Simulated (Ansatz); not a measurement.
# Lattice dynamics of LiSc (built on the sites of a database entry of ScCu), part 2 of 2

The cell of LiSc (built on the sites of a database entry of ScCu) is at rest. What are its phonons? After the zone centre comes a 4×4×4 q mesh on a 12×12×12 k mesh.

Ansatz 0.2.0; DFT PBEsol, scalar-relativistic, plane waves, PAW.

So far. Step 2 (Linear response at the zone centre): Before it was imposed, the acoustic sum rule was missed by 1.5e-4 eV/Å². Small misses are needed for a sound result but don't prove that mesh and cutoff are converged. The lowest optical mode is real, 366 cm⁻¹.

The structure was built from a prototype and need not be the compound's stable phase.

### Step 3. The dispersion

Stability and thermal properties need the whole zone. Linear response on a 4×4×4 q mesh gives force constants as far as a supercell of that size would.

input.yaml

```yaml
crystal:
  lattice:
    - [3.4508347799, 0.0, 0.0]
    - [0.0, 3.4508347799, 0.0]
    - [0.0, 0.0, 3.4508347799]
  atoms:
    - { symbol: Sc, position: [0.5, 0.5, 0.5] }
    - { symbol: Li, position: [0.0, 0.0, 0.0] }
kpoints:
  mp_grid: { grid: [12, 12, 12] }
hamiltonian:
  xc: pbesol
scf:
  occupations: { method: methfessel_paxton, width: 0.15 }
output:
  eigenvalues: true
phonons:
  method: dfpt
  qmesh: [4, 4, 4]
  temperatures: { t_max: 1000, t_step: 50 }
  qpath:
    path:
      - [[0.0, 0.0, 0.0], [0.0, 0.5, 0.0], [0.5, 0.5, 0.0], [0.0, 0.0, 0.0], [0.5, 0.5, 0.5], [0.0, 0.5, 0.0]]
      - [[0.5, 0.5, 0.5], [0.5, 0.5, 0.0]]
    npoints: 10
```

Launch:

```console
$ ansatz run input.yaml --threads 4 --pin off --max-ram 7168MiB --backend cpu --events-out ev --progress --plain --runs-dir out
```

Numbers of over 12 decimals in the logs are rounded to 6 here.

Output:

```text
[...]
Crystal: 2 atoms, lattice volume = 41.093 Å³
Basis set: ecut = 420 eV, 799 PW (Γ), exchange–correlation on 48×48×48 points (8 copies of the dense FFT grid, shifted against one another)
Bands: 11, of which v1, the nominal top of the filled ones, is band 7 counted from 1 (6 counted from 0)
Symmetry: 48 space group operations
k-points: 84 of 1728
[...]
SCF iter   1: F=—  HF=-2313.906020 eV  |F-HF|=—  |Δ(HF+E_count)|=         —  Δρ=4.06e-3  dr2=7.18e-3  ethr=1.77e-3  ⟨swp⟩=4.0  Hψ=4268  notcnv=0
[...]
SCF iter   7: F=-2313.903174 eV  HF=-2313.903174 eV  |F-HF|=3.18e-12  |Δ(HF+E_count)|=  4.72e-10  S|Δr|=    0.00e0  Δρ=1.74e-7  dr2=7.18e-12  ethr=1.00e-12  ⟨swp⟩=3.7  Hψ=4068  notcnv=0
SCF 1 converged in 7 iterations: F = -2313.903174 eV  dr2 = 7.18e-12
[...]
iter 1 solved again at ethr=2.62e-9 eV; its pass at ethr=3.10e-3 eV (dr2=3.67e-7 eV) is discarded
[...]
SCF iter   2: F=-2313.903174 eV  HF=-2313.903174 eV  |F-HF|=9.09e-13  |Δ(HF+E_count)|=  1.65e-10  S|Δr|=    0.00e0  Δρ=8.11e-8  dr2=2.41e-12  ethr=1.00e-12  ⟨swp⟩=3.4  Hψ=2769  notcnv=0
SCF 2 converged in 2 iterations: F = -2313.903174 eV  dr2 = 2.41e-12
phonons: the bands overlap, so this run is a metal and interpolates without the dipole-dipole term. If the crystal is really an insulator or semiconductor, its LO-TO splitting is missing
NSCF: frozen V_eff on 84 k-points
[...]
DFPT response loops at q = (0, 0, 0) (fractional): preconditioner auto → Kerker (q_TF=auto, 2.280 Å⁻¹) (partly filled bands, converged f_vac=0.000); β = 1.00, the filter's whole step (`scf.mixing.beta` (0.50) is not read by the response loops under this deck's `scf.mixing.preconditioner`; to damp them name `kerker` or `kerker_dos`, under which they read `scf.mixing.beta`, and type it under 1.00, their step now; both keys bind the ground state too); Broyden in place of MSR1
[...]
SCF converged after 7 iterations
[...]
Free energy (F): -2313.903174 eV
[...]
Internal energy: -2313.901359 eV  (E = F + TS)
E sigma→0 (E₀):  -2313.902720 eV
Entropy (-TS):   -0.001815 eV (-0.907 meV/atom)
Fermi energy:    6.120575 eV
[...]
--- Band table (eV; the first three rows and the last of 84) ---
  k-point 0: bands = [... 3 lower, -22.2367, -22.2367, 1.5418, 6.1072, 6.1072, 8.7186, 8.7186, 8.7186]
  k-point 1: bands = [... 3 lower, -22.2360, -22.2360, 1.6271, 6.1087, 6.1356, 8.6074, 8.6074, 8.7252]
  k-point 2: bands = [... 3 lower, -22.2340, -22.2340, 1.8758, 6.0884, 6.2150, 8.3424, 8.3424, 8.7434]
  k-point 83: bands = [... 3 lower, -22.3314, -22.3314, 5.3863, 5.3863, 5.3863, 9.4050, 9.4050, 10.5309]
--- Phonons (Γ-DFPT): 2 representative perturbations + reference (Σ response iterations 6) ---
  ASR residual: 1.632e-4 → 0.000e0 eV/Å²; symmetrization residual: 3.356e-7 eV/Å²
  ASR residual per site (eV/Å²): 1.63e-4 5.32e-6
  Γ frequencies (cm⁻¹): 0.00 0.00 0.00 365.89 365.89 365.89
--- Phonons (arbitrary-q DFPT): 10 irreducible q on the 4×4×4 mesh ---
  q = [0.0000, 0.0000, 0.0000] (star 1, of the zone-centre solve; hermiticity 2.27e-7, symmetrization 1.35e-12): -0.00 0.00 0.00 365.89 365.89 365.89
  q = [0.0000, 0.0000, 0.2500] (star 6, 4 solved perturbations in 1848 linear systems a pass and spin channel, the states on 588 of 1728 k-point pairs; hermiticity 1.00e-7, symmetrization 1.54e-12): 85.77 85.77 101.59 347.68 358.46 358.46
[...]
q = [0.0000, 0.2500, -0.5000] (star 12, 6 solved perturbations on 588 of 1728 k-point pairs; hermiticity 4.70e-7, symmetrization 4.59e-8): 102.38 103.06 108.42 318.76 329.40 358.38
[...]
sum rule: each row above includes the acoustic sum rule's correction from the zone centre's row sums; it moved no ω² by more than (0.99 cm⁻¹)²
  mesh force constants: q→R imaginary residual 2.10e-18; ASR residual 1.632e-4 → 0.000e0 eV/Å²; symmetrization residual 1.332e-15 eV/Å²
  interpolated dispersion: 62 rows × 6 modes
  density of states and harmonic sums: on the 20×20×20 q-mesh, interpolated from the force constants of a 4×4×4 supercell (no non-analytic term)
  largest difference from the sums on the solved wave vectors: F 1.29e-2 eV, S 1.69e-5 and C_V 4.03e-6 eV/K
  zero-point energy: 0.082991 eV/cell   skipped modes (ω ≤ 0): 3   left out of the sums: 6.25e-5 of the cell's modes: C_V's classical limit lies that fraction below 3 k_B per atom; for a crystal, a wire or a layer, F and S can be off by more, and a phonons.interpolated_qmesh denser along its periods is the remedy for the sampling
```

It took 2.9 min on 4 threads of Arm Neoverse V2, shared host; peak memory 1.4 GiB.

Numbers from this step:

| Item | Value |
| --- | --- |
| sum-rule residual before enforcement | 1.63e-4 eV/Å² |
| lowest frequency on the path | 0 cm⁻¹ |
| highest frequency on the path or at a solved wavevector | 368.2 cm⁻¹ |
| mean frequency | 223.1 cm⁻¹ |
| Debye temperature (second moment) | 465 K |
| logarithmic mean frequency | 190 cm⁻¹ |
| lowest mode on the q mesh (acoustic modes at Γ apart) | 67.7 cm⁻¹ |
| zero-point energy per atom | 41.5 meV |
| heat capacity at 300 K | 22.26 J/(mol atoms K) |
| vibrational entropy at 300 K | 28.69 J/(mol atoms K) |
| edges of the widest gap between branches, on path and mesh | 185.7, 296 cm⁻¹ |

Frequencies (cm⁻¹) solved at each irreducible wavevector; negative means imaginary. Frequencies by wavevector, by row:

```
q in reciprocal lattice units  star  mode 1  mode 2  mode 3  mode 4  mode 5  mode 6
                        0 0 0     1       0       0       0   365.9   365.9   365.9
                     0 0 0.25     6    85.8    85.8   101.6   347.7   358.5   358.5
                     0 0 -0.5     3     113     126     126   312.4   348.2   348.2
                  0 0.25 0.25    12    67.7    98.7   134.1   336.7   341.6   358.3
                  0 0.25 -0.5    12   102.4   103.1   108.4   318.8   329.4   358.4
                  0 -0.5 -0.5     3    88.9    88.9    93.6   308.1   308.1   368.2
               0.25 0.25 0.25     8     112   118.2   118.2   332.8   332.8   344.5
               0.25 0.25 -0.5    12    93.1   125.3   154.6   309.4   326.6   340.2
               0.25 -0.5 -0.5     6   143.4   143.8   143.8   299.8   299.8   336.6
               -0.5 -0.5 -0.5     1   185.7   185.7   185.7     296     296     296
```

Interpolated from a 4×4×4 q mesh. The phonon branches at the labelled points (cm⁻¹):

```
    point  branch 1  branch 2  branch 3  branch 4  branch 5  branch 6
        Γ         0         0         0       366       366       366
  halfway        86        86       102       348       358       358
        X       113       126       126       312       348       348
  halfway       102       103       108       319       329       358
        M        89        89        94       308       308       368
  halfway        68        99       134       337       342       358
        Γ         0         0         0       366       366       366
  halfway       112       118       118       333       333       344
        R       186       186       186       296       296       296
  halfway        93       125       155       309       327       340
        X       113       126       126       312       348       348
jump to R       186       186       186       296       296       296
  halfway       144       144       144       300       300       337
        M        89        89        94       308       308       368
```

The phonon branches as a text plot (rows in cm⁻¹):

```
    361 |******    ********************                       ***
    345 |   ** ****          **      ****           ******
    330 |     *    **     ****          ****       ***      **
    315 |      ************              ****    ********* *    *
    299 |                                   ********      ******
    284 |
    268 |
    253 |
    238 |
    222 |
    207 |
    192 |                                     **
    176 |                                   **  ***       **
    161 |                                  *     ****       *
    146 |                                ** *     ** **      *
    130 |      ***         ****      ***   *        *  ***
    115 |    *******      *    *        ***        * *****    *
    100 |   **     ***********      *  *            *  *       **
     84 |   *         ******* * *                    **
     69 |  *                 * *     **
     54 | **                  * *  **
     38 | *                    ***
     23 |*                       * *
      8 |                         *
         Γ      X      M          Γ            R        X|R     M
```

Tetrahedra on a 20×20×20 mesh, mean over bins of 5 cm-1. Interpolated from a 4×4×4 q mesh. Phonon density of states against wavenumber; read off at these points:

```
wavenumber (cm⁻¹)  phonon density of states (1/cm⁻¹/cell)
                2                                       0
               18                                  2.8e-4
               28                                  7.4e-4
               42                                 0.00221
               52                                 0.00375
               68                                 0.00765
               78                                  0.0126
               88                                  0.0451
               92                                  0.0399
              102                                  0.0451
              112                                  0.0479
              118                                  0.0403
              128                                  0.0604
              142                                  0.0159
              152                                  0.0115
              168                                 0.00641
              178                                 0.00343
              192                                       0
              202                                       0
              218                                       0
              228                                       0
              242                                       0
              252                                       0
              268                                       0
              278                                       0
              292                                       0
              302                                  0.0210
              318                                  0.0591
              328                                  0.0412
              342                                  0.0401
              352                                  0.0743
              368                                 0.00395
```

The partial phonon density of states has structure finer than the step of the table below, so its rows give means over 10 cm⁻¹, whole bins alone (the curve runs from -10 to 389 cm⁻¹). Peaks (cm⁻¹: height): Li 318.6: 0.0505, 353.8: 0.0664; Sc 128.0: 0.0490.

Phonopy on the run's constants, 17x17x17 mesh, Gaussian sigma 2.8 cm-1. Interpolated from a 4×4×4 q mesh. Partial phonon density of states against wavenumber; means over each step; values in 1/cm⁻¹/cell:

```
wavenumber (cm⁻¹)       Li       Sc
                0   7.5e-6   4.8e-5
               10   2.4e-6   2.9e-5
               20   6.2e-5   4.1e-4
               30   1.4e-4   9.7e-4
               40   2.2e-4  0.00155
               50   4.5e-4  0.00327
               60   6.1e-4  0.00474
               70   9.6e-4  0.00813
               80  0.00174   0.0181
               90  0.00284   0.0364
              100  0.00213   0.0387
              110  0.00185   0.0433
              120  0.00135   0.0413
              130   8.8e-4   0.0405
              140   5.0e-4   0.0182
              150   3.0e-4   0.0126
              160   1.6e-4  0.00862
              170   7.7e-5  0.00571
              180   2.0e-5  0.00274
              190   3.5e-7   2.6e-4
              200        0        0
              210        0        0
              220        0        0
              230        0        0
              240        0        0
              250        0        0
              260        0        0
              270        0        0
              280        0        0
              290  0.00113   2.9e-5
              300   0.0157   7.1e-4
              310   0.0356  0.00234
              320   0.0472  0.00285
              330   0.0386  0.00181
              340   0.0392  0.00160
              350   0.0588  0.00231
              360   0.0444  0.00232
              370  0.00515   3.1e-4
              380   9.7e-6        0
```

Second derivatives of the energy by pair, one row for each kind of neighbour of each atom listed. Each entry sums the pair over the periodic images of the supercell that the q mesh stands for, and in a polar crystal it holds the long-range dipole part too. Force constants by pair, by row:

```
atom  neighbour  distance (Å)  third of the trace (eV/Å²)  along the pair's line (eV/Å²)
 Sc1     itself             0                       2.966                              –
 Sc1         Li         2.989                     -0.3289                        -0.8375
 Sc1         Sc         3.451                     -0.1322                        -0.2378
 Sc1         Sc          4.88                      0.1158                          0.239
 Sc1         Li         5.723                     -0.0206                        -0.0713
 Sc1         Sc         5.977                     -0.0534                        -0.1548
 Sc1         Sc         6.902                     -0.0375                        -0.0912
 Li2     itself             0                       2.747                              –
 Li2         Sc         2.989                     -0.3289                        -0.8375
 Li2         Li         3.451                      0.0681                         0.2143
 Li2         Li          4.88                     -0.0094                        -0.0503
 Li2         Sc         5.723                     -0.0206                        -0.0713
 Li2         Li         5.977                    -9.00e-4                        -0.0099
 Li2         Li         6.902                     -0.0076                        -0.0219
```

Harmonic thermodynamic functions per atom, from the density of states. Interpolated from a 4×4×4 q mesh. Thermodynamic functions, by row:

```
T (K)  F_vib (meV/atom)  S (J/mol-atom/K)  C_V (J/mol-atom/K)
    0              41.5                 0                   0
   50             41.12             2.663               5.866
  100             38.13             8.897               12.45
  200             22.85             20.14               19.65
  300             -2.66             28.69               22.26
  400            -35.93             35.26               23.36
  500            -75.31             40.54               23.91
  600            -119.7             44.93               24.21
  700            -168.2             48.67                24.4
  800            -220.4             51.94               24.53
  900            -275.8             54.84               24.61
 1000              -334             57.43               24.68
```

Harmonic mean-square displacement, third of the trace. Interpolated from a 4×4×4 q mesh. Mean square displacements, by row:

```
T (K)  Sc1 U_eq (Å²)  Li2 U_eq (Å²)
    0        0.00347        0.00824
  100        0.00597        0.00975
  300        0.01566        0.01786
  600        0.03088        0.03294
```

Symmetry leaves 10 wavevectors to solve. The lowest mode among them, the acoustic zeros apart, lies at q = (0, 0.25, 0.25) and is real, 67.7 cm⁻¹.

### Step 4. Another isotope

An isotope changes the mass and not the force constants, so no new electronic calculation is needed; the shifts show which modes move this element.

The same force constants with the mass of Li changed from 6.940 to 6.015 u (phonopy, no LO-TO term). Both lists are sorted by frequency; levels can cross, so a row need not hold one and the same mode. Modes under 3 cm⁻¹ are left out. Isotope shifts, by row:

```
          q  rank  natural mass (cm⁻¹)  changed mass (cm⁻¹)
      0 0 0     4                365.9                389.5
      0 0 0     5                365.9                389.5
      0 0 0     6                365.9                389.5
   0 0 0.25     1                85.77                86.24
   0 0 0.25     2                85.77                86.24
   0 0 0.25     3                101.6                  102
   0 0 0.25     4                347.7                371.8
   0 0 0.25     5                358.5                  383
   0 0 0.25     6                358.5                  383
   0 0 -0.5     1                  113                  113
   0 0 -0.5     2                  126                  126
   0 0 -0.5     3                  126                  126
   0 0 -0.5     4                312.4                335.5
   0 0 -0.5     5                348.2                374.1
   0 0 -0.5     6                348.2                374.1
0 0.25 0.25     1                 67.7                68.23
0 0.25 0.25     2                98.71                98.98
0 0.25 0.25     3                134.1                134.1
0 0.25 0.25     4                336.7                361.7
0 0.25 0.25     5                341.6                364.1
0 0.25 0.25     6                358.3                383.8
```

A mode of this element alone would shift by +7.41 %. The highest zone-centre frequency without the field goes from 365.9 to 389.5 cm⁻¹ (+6.5 %). The product of the frequency ratios over all optical modes at Γ is 1.206; the product rule, (m/m′)^(3k/2) (M′/M)^(3/2) with k = 1 such atoms and M the mass of the cell, gives 1.206.

### Step 5. Summary of results

```yaml
space_group_within_0p01_a: Pm-3m
volume_per_atom: 20.5 Å³
electronic_character: no gap on this mesh
highest_optical_mode_at_the_zone_centre_no_lo_to_term: 366 cm⁻¹
lowest_optical_zone_centre_mode: 366 cm⁻¹
lowest_mode_on_the_q_mesh_acoustic_modes_at_gamma_apart: 67.7 cm⁻¹
highest_frequency_on_the_path_or_at_a_solved_wavevector: 368 cm⁻¹
zero_point_energy_per_atom: 41.5 meV
heat_capacity_at_300_k: 22.3 J/(mol atoms K)
vibrational_entropy_at_300_k: 28.7 J/(mol atoms K)
debye_temperature_second_moment: 465 K
imaginary_modes_on_the_4x4x4_q_mesh: none
```

The structure is a minimum as far as tested: no mode is imaginary at the 10 irreducible wavevectors of the 4×4×4 mesh, and the softest away from the acoustic zeros lies at 68 cm⁻¹. The optical modes at Γ form one degenerate level at 366 cm⁻¹. The highest mode in this list at Γ, 365.9 cm⁻¹, is mostly motion of Li (87 % of the kinetic energy). On the path and the mesh, the widest gap between branches runs from 186 to 296 cm⁻¹. With no gap, or one that is small against the smearing, the frequencies hang on the k mesh and the smearing, most of all near Kohn anomalies. The starting cell was built on a prototype and not taken from a measurement, so the phase need not exist. These are harmonic frequencies at zero temperature: anharmonic shifts, linewidths and thermal expansion are left out.

[Logs are printed without paths, hosts, clocks, repeated set-up lines and the standing remarks that a program may print on its own settings, such as how far it seeks lower states.]

[Hosts, paths, dates, database ids (printed as entryN), source tags and the programs' standing remarks are cut or masked in the printed files.]
